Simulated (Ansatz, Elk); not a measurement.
# Bonding as seen by X-rays: MgCo2Sb2, part 2 of 2

Structure refinements treat a crystal as free atoms side by side. For a made-up structure of MgCo2Sb2 (cell and positions from a PBE relaxation) the runs below show what the calculated density changes in F(hkl).

Elk 11.2.3 (patched build); all-electron DFT.

So far: The structure; Ground state and structure factors; The magnetisation density.

The structure was built from a prototype and need not be the compound's stable phase.

## 4. The highest occupied states alone

Level of this step: DFT, PBE, all-electron APW+lo, Dirac cores, scalar-relativistic bands, static density, ferromagnetic start (Elk).

An energy window below the Fermi level keeps the highest occupied states, to see at which angles they scatter; shallow core shells can lie inside it and anion s states outside. No new self-consistency is needed.

elk.in

```
tasks
  195

xctype
  20

spinpol
  .true.

rgkmax
  7.0

gmaxvr
  14.0

lmaxo
  7

lmaxapw
  8

swidth
  0.002

tshift
  .false.

ramdisk
  .false.

hmaxvr
  5.5

maxscl
  120

epspot
  1e-06

reducebf
  0.8

wsfac
  -0.176410 0.564580

sppath
  './'

avec
  -4.04000754685 4.04000754685 10.10247009249
  4.04000754685 -4.04000754685 10.10247009249
  4.04000754685 4.04000754685 -10.10247009249

atoms
  3
  'Sb.in'
  2
  0.3674836568 0.3674836568 0.0000000000   0.000000 0.000000 0.000000
  0.6325163432 0.6325163432 0.0000000000   0.000000 0.000000 0.000000
  'Co.in'
  2
  0.2500000000 0.7500000000 0.5000000000   0.000000 0.000000 -0.035000
  0.7500000000 0.2500000000 0.5000000000   0.000000 0.000000 -0.035000
  'Mg.in'
  1
  0.0000000000 0.0000000000 0.0000000000   0.000000 0.000000 0.000000

ngridk
  6 6 6
```

Run with:

```
OMP_NUM_THREADS=4 elk
```

Numbers of over 12 decimals in the logs are rounded to 6 here.

The program printed:

```text
┌─────────────────────────────────┐
│ Elk code version 11.2.3 started │
└─────────────────────────────────┘

Info(readinput): the functional depends on the density's gradient
 muffin-tin radial points multiplied by    2.00000
 (not where nrmtscf is given)

┌────────────────────┐
│ Current task : 195 │
└────────────────────┘
Info(checkmt): changed muffin-tin radius of species 1 (Sb) from   2.6000 to   2.4106
Info(checkmt): changed muffin-tin radius of species 2 (Co) from   2.4000 to   2.2252

Info(sfacrho): density structure factors written to SFACRHO.OUT

 Energy window :  -0.1764100000      0.5645800000

┌──────────────────┐
│ Elk code stopped │
└──────────────────┘
```

Elapsed: 12 s, on 4 threads of Arm Neoverse V2, shared host; peak memory 0.27 GiB.

States within 12 eV below the Fermi level hold 29.97 electrons; any levels below the window count with the cores. Their amplitudes can exceed the total, where window and core parts have opposite phase:

```
hkl  sin θ/λ (Å⁻¹)  abs F, window  abs F, all
002          0.093         15.153      49.047
101          0.126          2.311      51.611
110          0.165          9.607      50.245
103          0.183          0.964      76.058
004          0.187          9.129      30.019
112          0.190         10.192      44.048
200          0.234          8.317     125.838
114          0.250          7.694     105.285
202          0.252          7.732      37.500
105          0.261          0.293      46.886
```

## 5. Another functional

The difference from free atoms is small, so it is set against the change that PBEsol makes.

elk.in, as its differences from that of step 4:

```diff
@@ -1,6 +1,8 @@
 tasks
+  0
   195
+  196
 
 xctype
-  20
+  22
 
@@ -42,5 +44,2 @@
 
-wsfac
-  -0.176410 0.564580
-
 sppath
```

Run with:

```
OMP_NUM_THREADS=4 elk
```

The program printed:

```text
┌─────────────────────────┐
│ Elk code version 11.2.3 │
└─────────────────────────┘

All units are atomic (Hartree, Bohr, etc.)

┌─────────────────────────────────────────────────┐
│ Ground-state run starting from atomic densities │
└─────────────────────────────────────────────────┘

Lattice vectors :
  -4.040007547       4.040007547       10.10247009
   4.040007547      -4.040007547       10.10247009
   4.040007547       4.040007547      -10.10247009

Reciprocal lattice vectors :
  0.1083072111E-16  0.7776204913      0.3109727250
[...]
Moments :
 interstitial                :  -0.4517609553E-01
 muffin-tins
  species : 1 (Sb)
[...]
species : 2 (Co)
[...]
atom 2                    :   0.6172313534
  species : 3 (Mg)
   atom 1                    :  -0.3226705839E-03
 total in muffin-tins        :    1.212625803
 total moment                :    1.167449708

┌──────────────────────────────┐
│ Self-consistent loop stopped │
└──────────────────────────────┘

Warning : core states of species 1 leak from the muffin-tin :   0.2170366379E-02

Warning : core states of species 2 leak from the muffin-tin :   0.1215432199E-02

Wrote STATE.OUT
[key lines of the parts left out:]
total energy                :     -15946.037101411
```

It took 4.9 min on 4 threads; peak memory 0.55 GiB; 17 min of CPU time.

Against the first run R = 0.02 %; the largest change is -0.038 at 220. The moment goes from 1.19 to 1.17 μB.

## 6. Basis size

A smaller basis shows how fast F responds to it; the change is likely larger than the basis error of the first run, but doesn't show convergence.

elk.in, as its differences from that of step 5:

```diff
@@ -6,3 +6,3 @@
 xctype
-  22
+  20
 
@@ -12,3 +12,3 @@
 rgkmax
-  7.0
+  5.5
```

Run with:

```
OMP_NUM_THREADS=4 elk
```

The program printed:

```text
┌─────────────────────────┐
│ Elk code version 11.2.3 │
└─────────────────────────┘

All units are atomic (Hartree, Bohr, etc.)

┌─────────────────────────────────────────────────┐
│ Ground-state run starting from atomic densities │
└─────────────────────────────────────────────────┘

Lattice vectors :
  -4.040007547       4.040007547       10.10247009
   4.040007547      -4.040007547       10.10247009
   4.040007547       4.040007547      -10.10247009

Reciprocal lattice vectors :
  0.1083072111E-16  0.7776204913      0.3109727250
[...]
Moments :
 interstitial                :  -0.5455786424E-01
 muffin-tins
  species : 1 (Sb)
[...]
species : 2 (Co)
[...]
atom 2                    :   0.6372794804
  species : 3 (Mg)
   atom 1                    :  -0.1759471943E-02
 total in muffin-tins        :    1.248959558
 total moment                :    1.194401694

┌──────────────────────────────┐
│ Self-consistent loop stopped │
└──────────────────────────────┘

Warning : core states of species 1 leak from the muffin-tin :   0.2160926869E-02

Warning : core states of species 2 leak from the muffin-tin :   0.1187956861E-02

Wrote STATE.OUT
[key lines of the parts left out:]
total energy                :     -15954.286578333
```

Run time: 4.7 min. Hardware: 4 threads; peak memory 0.52 GiB; 17 min of CPU time.

Against the first run R = 0.03 %; the largest change is +0.141 at 008. The moment goes from 1.19 to 1.19 μB.

## 7. Settings against the effect

```csv
run,R against the first run (%),"R against neutral atoms, low angle (%)",wall time
"PBE, rgkmax 7",0.00,0.32,4.9 min
PBEsol,0.02,0.33,4.9 min
rgkmax 5.5,0.03,0.31,4.7 min
```

## 8. Summary of results

| Item | Value |
| --- | --- |
| R against neutral atoms, sin θ/λ < 0.3 Å⁻¹ | 0.32 % |
| R against neutral atoms, 0.3 to 0.79 Å⁻¹ | 0.15 % |

Independent neutral atoms miss the calculated amplitudes by R = 0.32 % below 0.3 Å⁻¹ and 0.15 % from there to 0.79 Å⁻¹; by shells, 0.55 % below 0.15 Å⁻¹ (2 forms), 0.29 % 0.15 to 0.3 (12 forms), 0.14 % 0.3 to 0.45 (21 forms), 0.15 % above 0.45 (114 forms). Bonding, aspherical density and the tables' own atoms all enter these figures, and the runs don't part them. The largest change of an amplitude is +0.71 electrons, at 002. The magnetic order is that of the start. No other order was tried here, and an antiferromagnetic one would change or move the magnetic intensity. The window's part falls from 30.0 electrons at the origin to at most 3.18 between 0.45 and 0.79 Å⁻¹, where compact states inside the window still scatter. Below 0.3 Å⁻¹ the changes that finished (PBEsol and rgkmax 5.5) move F by R = 0.05 % at most, against the 0.32 % that separates it from free atoms. The magnetic factors move by R = 3.2 % (PBEsol) and 1.6 % (rgkmax 5.5), so they aren't settled to better than that. The k-mesh has no finished test. Part of the difference isn't bonding: the tables are fits to free atoms and ions calculated by other methods than this functional. Thermal motion, anomalous dispersion and extinction are left out.

[Logs are printed without paths, hosts, clocks, repeated set-up lines and the standing remarks that a program may print on its own settings, such as how far it seeks lower states.]

[Hosts, paths, dates, database ids (printed as entryN), source tags and the programs' standing remarks are cut or masked in the printed files.]
